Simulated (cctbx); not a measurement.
# Er12Co6Pb with cctbx, script by script

Library: cctbx 2025.11. The data are simulated by the first script.

## 1. Simulate the data

run.py:

```python
from cctbx import adptbx, crystal, miller, sgtbx, xray
from cctbx.array_family import flex
from iotbx.shelx import hklf
from scitbx import matrix
import scitbx.random

cs = crystal.symmetry(unit_cell=(9.619, 9.619, 9.619, 90, 90, 90), space_group_symbol='Hall: -I 2 2 3')  # Im-3
atoms = [  # label, site, U (iso, or U11 U22 U33 U12 U13 U23 in A^2), occupancy
    ("Pb1", (0, 0, 0), 0.0097, 1),
    ("Er1", (0, 0.6957, 0.1964), 0.0092, 1),
    ("Co1", (0.112, 0.5, 0), 0.0116, 1),
]
xs = xray.structure(crystal_symmetry=cs)
for label, site, u, occ in atoms:
    u = adptbx.u_cif_as_u_star(cs.unit_cell(), u) if isinstance(u, tuple) else u
    xs.add_scatterer(xray.scatterer(label, site=site, u=u, occupancy=occ))
xs.set_inelastic_form_factors(0.4959, "sasaki")
xs.show_summary()
p1 = xs.expand_to_p1()
ms = miller.build_set(p1, anomalous_flag=True, d_min=0.84)
flex.set_random_seed(999081)
scitbx.random.set_random_seed(999081)
ms = ms.select(flex.random_double(ms.size()) < 0.7)
i = ms.structure_factors_from_scatterers(p1, algorithm="direct").f_calc().as_intensity_array().data()
i = i * 5000 / flex.max(i)
sig = flex.sqrt(i + flex.pow2(0.015 * i) + 4 ** 2)
noise = scitbx.random.variate(scitbx.random.normal_distribution())(i.size())
data = ms.array(data=i + sig * noise, sigmas=sig).set_observation_type_xray_intensity()
with open("data.hkl", "w") as f:
    data.export_as_shelx_hklf(f)
print("reflections written:", data.size(), " <I/sigma> = %.1f" % flex.mean(data.data() / data.sigmas()))
for h, a, b in list(data.sort("data"))[:12]:
    print("%4d%4d%4d %9.1f %7.1f" % (h + (a, b)))
```

```console
$ python run.py
```

```text
Number of scatterers: 3
At special positions: 3
Unit cell: (9.619, 9.619, 9.619, 90, 90, 90)
Space group: I m -3 (No. 204)
reflections written: 4389  <I/sigma> = 5.4
  -5   3   0    5157.9   103.2
   0   5  -3    5106.6   103.2
   5   3   0    5068.3   103.2
   3   0   5    5067.7   103.2
  -5  -3   0    4996.8   103.2
   3   0  -5    4981.4   103.2
   0   5   3    4954.0   103.2
  -2   2  -2    4574.3    93.4
   2  -2   2    4432.3    93.4
   2   2   2    4421.4    93.4
  -2  -2  -2    4409.7    93.4
   2  -2  -2    4310.8    93.4
```

Run time: 0.24 s on 1 thread of Arm Neoverse V2, with other jobs on the host, peak memory 0.07 GiB.

## 2. Symmetry

run.py:

```python
from cctbx import crystal, sgtbx, statistics
from cctbx.array_family import flex
from iotbx.shelx import hklf

p1 = crystal.symmetry(unit_cell=(9.619, 9.619, 9.619, 90, 90, 90), space_group_symbol="P 1")
raw = hklf.reader(file_name="data.hkl").as_miller_arrays(crystal_symmetry=p1, anomalous=True)[0]
print(raw.size(), "reflections to d = %.3f A" % raw.d_min())
isig = raw.data() / raw.sigmas()
print("centring   violations  <I/sigma> of those")
best = "P"
for c in "ABCIRF":
    a = raw.customized_copy(space_group_info=sgtbx.space_group_info("Hall: %s 1" % c)).sys_absent_flags().data()
    m = flex.mean(isig.select(a))
    print("%5s %10d of %5d %8.1f" % (c, (isig.select(a) > 4).count(True), a.count(True), m))
    if (isig.select(a) > 4).count(True) < 0.01 * a.count(True):
        best = c
raw = raw.select(~raw.customized_copy(space_group_info=sgtbx.space_group_info("Hall: %s 1" % best)).sys_absent_flags().data())
isig = raw.data() / raw.sigmas()
rows = []
for s in sgtbx.space_group_symbol_iterator():
    g = sgtbx.space_group(s)
    if g.conventional_centring_type_symbol() != best or not g.is_compatible_unit_cell(p1.unit_cell(), 1e-3, 0.02):
        continue
    rows.append((s, g))
print("Laue class    unique    Rint  (classes that these axes allow; Friedel mates merged)")
rint = {}
for s, g in rows:
    laue = g.build_derived_patterson_group()
    key = laue.type().hall_symbol()
    if key not in rint:
        m = raw.customized_copy(space_group_info=laue.info(), anomalous_flag=False).merge_equivalents()
        rint[key] = m.r_int()
        print("%-14s %6d %7.3f" % (laue.type().lookup_symbol(), m.array().size(), m.r_int()))
floor = min(rint.values())
good = [(s, g) for s, g in rows if rint[g.build_derived_patterson_group().type().hall_symbol()] < 2 * floor + 0.03]
top = max(g.build_derived_patterson_group().order_z() for s, g in good)
print("space group    extra absences  I>4sigma  <I/sigma>")
for s, g in good:
    laue = g.build_derived_patterson_group()
    if laue.order_z() != top:
        continue
    a = raw.customized_copy(space_group_info=g.info()).sys_absent_flags().data()
    a &= ~raw.customized_copy(space_group_info=laue.info()).sys_absent_flags().data()
    bad = (isig.select(a) > 4).count(True)
    if bad <= 0.03 * a.count(True):
        print("%-16s %8d %10d %9s  %s" % (s.universal_hermann_mauguin(), a.count(True), bad, "%.1f" % flex.mean(isig.select(a)) if a.count(True) else "-", "centric" if g.is_centric() else "acentric"))
laue = max(good, key=lambda t: t[1].build_derived_patterson_group().order_z())[1].build_derived_patterson_group()
f = raw.customized_copy(space_group_info=laue.info(), anomalous_flag=False).merge_equivalents().array().eliminate_sys_absent().f_sq_as_f()
f.set_observation_type_xray_amplitude()
bins = max(3, min(8, f.size() // 12))
f.setup_binner(n_bins=bins)
w = statistics.wilson_plot(f, {e: n / laue.order_z() for e, n in {'Pb': 2.0, 'Er': 24.0, 'Co': 12.0}.items()}, e_statistics=True)
print("Wilson B = %.2f A^2   <|E^2-1|> = %.3f (0.968 centric, 0.736 acentric)   E^2>4: %.1f %%" % (w.wilson_b, w.mean_e_sq_minus_1, w.percent_e_sq_gt_2))
print("shell (A)         n   <I/sigma>")
m = raw.customized_copy(space_group_info=laue.info(), anomalous_flag=False).merge_equivalents().array().eliminate_sys_absent()
for b in m.setup_binner(n_bins=bins).range_used():
    sel = m.binner().selection(b)
    print("%5.2f - %4.2f %6d %8.1f" % (min(m.binner().bin_d_range(b)[0] if m.binner().bin_d_range(b)[0] > 0 else 99, 99), m.binner().bin_d_range(b)[1], sel.count(True), flex.mean((m.data() / m.sigmas()).select(sel))))
```

```console
$ python run.py
```

```text
4389 reflections to d = 0.840 A
centring   violations  <I/sigma> of those
    A        816 of  2168      5.8
    B        822 of  2196      5.8
    C        832 of  2212      5.8
    I          0 of  2237      0.0
    R       1078 of  2885      5.5
    F       1235 of  3288      5.8
Laue class    unique    Rint  (classes that these axes allow; Friedel mates merged)
I 1 2/m 1         814   0.031
I 1 1 2/m         814   0.030
I 2/m 1 1         809   0.030
I m m m           469   0.034
I 4/m             418   0.570
I 4/m m m         256   0.587
I m -3            159   0.036
I m -3 m          100   0.581
space group    extra absences  I>4sigma  <I/sigma>
I 2 3                   0          0         -  acentric
I 21 3                  0          0         -  acentric
I m -3                  0          0         -  centric
Wilson B = 1.35 A^2   <|E^2-1|> = 1.074 (0.968 centric, 0.736 acentric)   E^2>4: 6.4 %
shell (A)         n   <I/sigma>
 6.80 - 1.68     23     49.9
 1.68 - 1.34     21     50.4
 1.34 - 1.17     19     34.0
 1.17 - 1.06     18     53.3
 1.06 - 0.99     21     30.9
 0.99 - 0.93     19     28.5
 0.93 - 0.88     19     34.6
 0.88 - 0.84     19     21.5
```

Time: 0.28 s.

## 3. Charge flipping

run.py:

```python
import itertools
from cctbx import crystal, maptbx
from cctbx.array_family import flex
from iotbx.shelx import hklf
from smtbx.ab_initio import charge_flipping as cf

cs = crystal.symmetry(unit_cell=(9.619, 9.619, 9.619, 90, 90, 90), space_group_symbol='Hall: -I 2 2 3')  # Im-3
raw = hklf.reader(file_name="data.hkl").as_miller_arrays(crystal_symmetry=cs, anomalous=True)[0]
merged = raw.eliminate_sys_absent().merge_equivalents()
fo2 = merged.array().set_observation_type_xray_intensity()
f = fo2.average_bijvoet_mates().f_sq_as_f().resolution_filter(d_min=0.9)
p1 = f.expand_to_p1()
p1.setup_binner_counting_sorted(reflections_per_bin=max(40, p1.size() // 12))
work = p1.array(data=p1.data() / p1.amplitude_quasi_normalisations().data())
flex.set_random_seed(89365)
it = cf.weak_reflection_improved_iterator(delta=None, weak_reflection_fraction=0.2)
it.start(work, phases=flex.random_double(p1.size()) * 6.2832, f_000=0)
it.delta = 1 * it.rho_map.sigma()
print("cycle      R  skewness")
for n, st in enumerate(itertools.islice(it, 100)):
    if n % 8 == 0:
        print("%5d %6.3f %8.2f" % (n, st.r1_factor(), st.rho_map.skewness()))
rho = p1.phase_transfer(it.f_calc).fft_map().apply_volume_scaling()
polish = cf.low_density_elimination_iterator(constant_rho_c=rho.sigma())
polish.start(f_obs=p1, phases=it.f_calc, f_000=0)
for _ in range(8):
    next(polish)
print("origin shift          correlation  skewness")
maps = []
for fc, shift, cc in itertools.islice(cf.f_calc_symmetrisations(f, polish.f_calc, 0), 4):
    m = f.phase_transfer(fc).fft_map(symmetry_flags=maptbx.use_space_group_symmetry, resolution_factor=0.25).apply_sigma_scaling()
    maps.append((m.skewness(), cc, m))
    print("%6.3f %6.3f %6.3f %10.3f %9.2f" % (tuple(shift) + (cc, m.skewness())))
skew, cc, m = max((t for t in maps if t[1] > maps[0][1] - 0.04), key=lambda t: t[0])
print("taken: symmetry correlation %.3f, skewness %.2f" % (cc, skew))
peaks = m.peak_search(parameters=maptbx.peak_search_parameters(min_distance_sym_equiv=0.9, max_clusters=8)).all()
sps = cs.special_position_settings(min_distance_sym_equiv=0.5)
print("peak      x       y       z  mult  height/sigma")
for k, (x, h) in enumerate(zip(peaks.sites(), peaks.heights())):
    ss = sps.site_symmetry(x)
    print("Q%-3d %7.4f %7.4f %7.4f %4d %8.1f" % ((k + 1,) + tuple(t % 1 for t in ss.exact_site()) + (ss.multiplicity(), h)))
```

```console
$ python run.py
```

```text
cycle      R  skewness
    0  0.612     0.28
    8  0.466     1.98
   16  0.380     4.54
   24  0.336     4.29
   32  0.331     3.98
   40  0.326     3.98
   48  0.330     4.09
   56  0.327     3.93
   64  0.329     3.94
   72  0.330     3.91
   80  0.325     3.84
   88  0.326     3.71
   96  0.330     3.84
origin shift          correlation  skewness
 0.312  0.140  0.750      0.970      6.43
 0.313  0.337  0.251      0.954      5.80
 0.134  0.138  0.028      0.918      6.15
 0.311  0.415  0.088      0.879      0.57
taken: symmetry correlation 0.970, skewness 6.43
peak      x       y       z  mult  height/sigma
Q1    0.0000  0.1946  0.5000   12     16.5
Q2    0.1958  0.1958  0.1958   16      7.2
Q3    0.0000  0.1879  0.1123   24      1.8
Q4    0.0000  0.3599  0.3321   24      1.4
Q5    0.0000  0.0000  0.0879   12      1.3
Q6    0.0000  0.4168  0.1976   24      1.2
Q7    0.0000  0.0000  0.3283   12      1.1
Q8    0.1117  0.1117  0.1117   16      1.1
```

Time: 0.55 s.

## 4. Refinement (model from the peaks)

run.py:

```python
import math
from cctbx import adptbx, crystal, maptbx, sgtbx, xray
from cctbx.array_family import flex
from cctbx.xray import observations
from iotbx.shelx import hklf
from scitbx.lstbx import normal_eqns_solving
from smtbx import absolute_structure, utils
from smtbx.refinement import constraints, least_squares

cs = crystal.symmetry(unit_cell=(9.619, 9.619, 9.619, 90, 90, 90), space_group_symbol='Hall: -I 2 2 3')  # Im-3
atoms = [  # label, site, U (iso, or U11 U22 U33 U12 U13 U23 in A^2), occupancy
    ("Co1", (0, 0.1946, 0.5), 0.0200, 1),
]
xs = xray.structure(crystal_symmetry=cs)
for label, site, u, occ in atoms:
    u = adptbx.u_cif_as_u_star(cs.unit_cell(), u) if isinstance(u, tuple) else u
    xs.add_scatterer(xray.scatterer(label, site=site, u=u, occupancy=occ))
xs.set_inelastic_form_factors(0.4959, "sasaki")
raw = hklf.reader(file_name="data.hkl").as_miller_arrays(crystal_symmetry=cs, anomalous=True)[0]
merged = raw.eliminate_sys_absent().merge_equivalents()
fo2 = merged.array().set_observation_type_xray_intensity()
print("Rint %.3f, %d unique reflections to %.2f A" % (merged.r_int(), fo2.size(), fo2.d_min()))
for sc in xs.scatterers():
    sc.flags.set_grad_site(True)
    sc.flags.set_grad_u_aniso(sc.flags.use_u_aniso())
    sc.flags.set_grad_u_iso(sc.flags.use_u_iso())
obs = fo2.as_xray_observations()
extra = {}
rep = constraints.reparametrisation(xs, [], utils.connectivity_table(xs), **extra)
ls = least_squares.crystallographic_ls(obs, rep, weighting_scheme=least_squares.mainstream_shelx_weighting(a=0, b=0))
print("cycle     R1     wR2    GooF  max shift (A)")
for cycle in range(6):
    ls.build_up()
    r1, wr2, goof = ls.r1_factor(cutoff_factor=2)[0], ls.wR2(), ls.goof()
    old = xs.sites_cart()
    normal_eqns_solving.levenberg_marquardt_iterations(ls, n_max_iterations=3, tau=0.0001, step_threshold=1e-7)
    big = flex.max((xs.sites_cart() - old).norms())
    print("%4d %7.4f %7.4f %7.3f %9.5f" % (cycle + 1, r1, wr2, goof, big))
    ls.build_up(objective_only=True)
    if abs(ls.wR2() - wr2) < 5e-5 and big < 5e-4:
        break
ls.build_up()
print("final R1 %.4f wR2 %.4f GooF %.3f  parameters %d  data/parameter %.1f" % (ls.r1_factor(cutoff_factor=2)[0], ls.wR2(), ls.goof(), ls.n_parameters, fo2.size() / ls.n_parameters))
cov = ls.covariance_matrix_and_annotations()
su = dict(zip(cov.annotations, (math.sqrt(max(v, 0)) for v in cov.matrix.matrix_packed_u_diagonal())))
a2 = cs.unit_cell().reciprocal_parameters()[0] ** -2
print("atom        x        y        z      Ueq    occ   su(xyz)  su(Uiso or U11)")
for sc in xs.scatterers():
    s = max(su.get(sc.label + k, 0) for k in (".x", ".y", ".z"))
    npd = "" if sc.is_positive_definite_u(cs.unit_cell()) else "  NPD"
    print("%-5s %8.5f %8.5f %8.5f %8.4f %6.3f %8.5f %7.4f%s" % ((sc.label,) + sc.site + (sc.u_iso_or_equiv(cs.unit_cell()), sc.occupancy, s, su.get(sc.label + ".uiso", su.get(sc.label + ".u11", 0) * a2), npd)))
fo = fo2.f_sq_as_f()
fc = fo.structure_factors_from_scatterers(xs, algorithm="direct").f_calc()
diff = fo.f_obs_minus_f_calc(1 / math.sqrt(ls.scale_factor()), fc).average_bijvoet_mates()
m = diff.fft_map(symmetry_flags=maptbx.use_space_group_symmetry, resolution_factor=0.25).apply_volume_scaling()
print("difference map: max %.2f min %.2f rms %.2f" % (m.statistics().max(), m.statistics().min(), m.statistics().sigma()))
peaks = m.peak_search(parameters=maptbx.peak_search_parameters(min_distance_sym_equiv=0.6, max_clusters=7)).all()
near = xs.closest_distances(peaks.sites(), distance_cutoff=4)
sps = cs.special_position_settings(min_distance_sym_equiv=0.5)
for k, (x, h) in enumerate(zip(peaks.sites(), peaks.heights())):
    ss = sps.site_symmetry(x)
    print("Q%-3d %7.4f %7.4f %7.4f %4d %7.2f  %.2f A from %s" % ((k + 1,) + tuple(t % 1 for t in ss.exact_site()) + (ss.multiplicity(), h, near.smallest_distances[k], xs.scatterers()[near.i_seqs[k]].label)))
```

```console
$ python run.py
```

```text
Rint 0.036, 159 unique reflections to 0.84 A
cycle     R1     wR2    GooF  max shift (A)
   1  0.6225  0.9126  47.254   0.01480
   2  0.5608  0.8725  45.175   0.00008
   3  0.6175  0.9102  47.128   0.00003
   4  0.5608  0.8725  45.175   0.00002
   5  0.6175  0.9102  47.128   0.00002
   6  0.5608  0.8725  45.175   0.00002
final R1 0.6175 wR2 0.9102 GooF 47.128  parameters 2  data/parameter 79.5
atom        x        y        z      Ueq    occ   su(xyz)  su(Uiso or U11)
Co1    0.00000  0.19305  0.50000   0.0193  1.000  0.00471  0.0103
difference map: max 85.31 min -15.94 rms 5.35
Q1    0.0000  0.1965  0.5000   12   88.10  0.03 A from Co1
Q2    0.1980  0.1980  0.1980   16   23.06  3.47 A from Co1
Q3    0.0000  0.1943  0.1031   24   18.65  3.53 A from Co1
Q4    0.0000  0.1049  0.2983   24   14.32  2.12 A from Co1
Q5    0.0847  0.0847  0.0847   16   13.95  -1.00 A from Co1
Q6    0.0000  0.2871  0.0993   24    9.70  2.86 A from Co1
Q7    0.1184  0.3190  0.3772   48    9.22  2.04 A from Co1
```

Time: 0.57 s.

Figures of merit this high mean that the model is still wrong or incomplete.

## 5. Charge flipping

run.py, as its changes from the last script of this kind:

```diff
@@ -13,3 +13,2 @@
-p1.setup_binner_counting_sorted(reflections_per_bin=max(40, p1.size() // 12))
-work = p1.array(data=p1.data() / p1.amplitude_quasi_normalisations().data())
-flex.set_random_seed(89365)
+work = p1
+flex.set_random_seed(89366)
@@ -20,2 +19,2 @@
-for n, st in enumerate(itertools.islice(it, 100)):
-    if n % 8 == 0:
+for n, st in enumerate(itertools.islice(it, 200)):
+    if n % 16 == 0:
```

```console
$ python run.py
```

```text
cycle      R  skewness
    0  0.598     0.40
   16  0.491     1.82
   32  0.402     4.16
   48  0.389     3.96
   64  0.412     4.04
   80  0.398     3.84
   96  0.365     3.99
  112  0.329     3.90
  128  0.330     3.92
  144  0.321     3.78
  160  0.317     3.68
  176  0.321     3.78
  192  0.316     3.69
origin shift          correlation  skewness
 0.191  0.951  0.614      0.849      0.46
 0.191  0.831  0.243      0.901      1.11
 0.302  0.111  0.498      0.851      0.49
 0.003  0.940  0.938      0.881      0.77
taken: symmetry correlation 0.901, skewness 1.11
peak      x       y       z  mult  height/sigma
Q1    0.0000  0.0000  0.5000    6      7.3
Q2    0.0000  0.3053  0.3251   24      5.3
Q3    0.0000  0.1231  0.5000   12      5.2
Q4    0.0000  0.1777  0.2848   24      4.2
Q5    0.0000  0.0000  0.1369   12      3.8
Q6    0.1476  0.3105  0.2060   48      2.5
Q7    0.0000  0.2912  0.0745   24      2.4
Q8    0.1143  0.2078  0.1986   48      1.8
```

Time: 0.59 s.

## 6. Charge flipping

run.py, as its changes from the last script of this kind:

```diff
@@ -13,2 +13,3 @@
-work = p1
-flex.set_random_seed(89366)
+p1.setup_binner_counting_sorted(reflections_per_bin=max(40, p1.size() // 12))
+work = p1.array(data=p1.data() / p1.amplitude_quasi_normalisations().data())
+flex.set_random_seed(89367)
@@ -19,2 +20,2 @@
-for n, st in enumerate(itertools.islice(it, 200)):
-    if n % 16 == 0:
+for n, st in enumerate(itertools.islice(it, 300)):
+    if n % 25 == 0:
```

```console
$ python run.py
```

```text
cycle      R  skewness
    0  0.614     0.35
   25  0.356     4.10
   50  0.327     3.94
   75  0.336     3.86
  100  0.328     3.87
  125  0.326     3.79
  150  0.325     3.77
  175  0.333     3.87
  200  0.330     3.85
  225  0.331     3.79
  250  0.322     3.70
  275  0.329     3.82
origin shift          correlation  skewness
 0.413  0.303  0.912      0.916      4.14
 0.333  0.360  0.251      0.896     -0.06
 0.325  0.370  0.719      0.873      0.56
 0.382  0.795  0.191      0.875      1.84
taken: symmetry correlation 0.916, skewness 4.14
peak      x       y       z  mult  height/sigma
Q1    0.0000  0.0000  0.0000    2     14.7
Q2    0.0000  0.3098  0.1919   24     10.8
Q3    0.0000  0.4449  0.1656   24      1.8
Q4    0.1512  0.3375  0.2178   48      1.5
Q5    0.0000  0.1428  0.3628   24      1.3
Q6    0.0613  0.2609  0.4336   48      1.2
Q7    0.0000  0.0759  0.5000   12      1.2
Q8    0.2186  0.2186  0.2186   16      1.1
```

Run time: 0.63 s on 1 thread of Arm Neoverse V2, on a shared host, peak memory 0.08 GiB.

[Logs are printed without paths, hosts, clocks, repeated set-up lines and the standing remarks that a program may print on its own settings, such as how far it seeks lower states.]
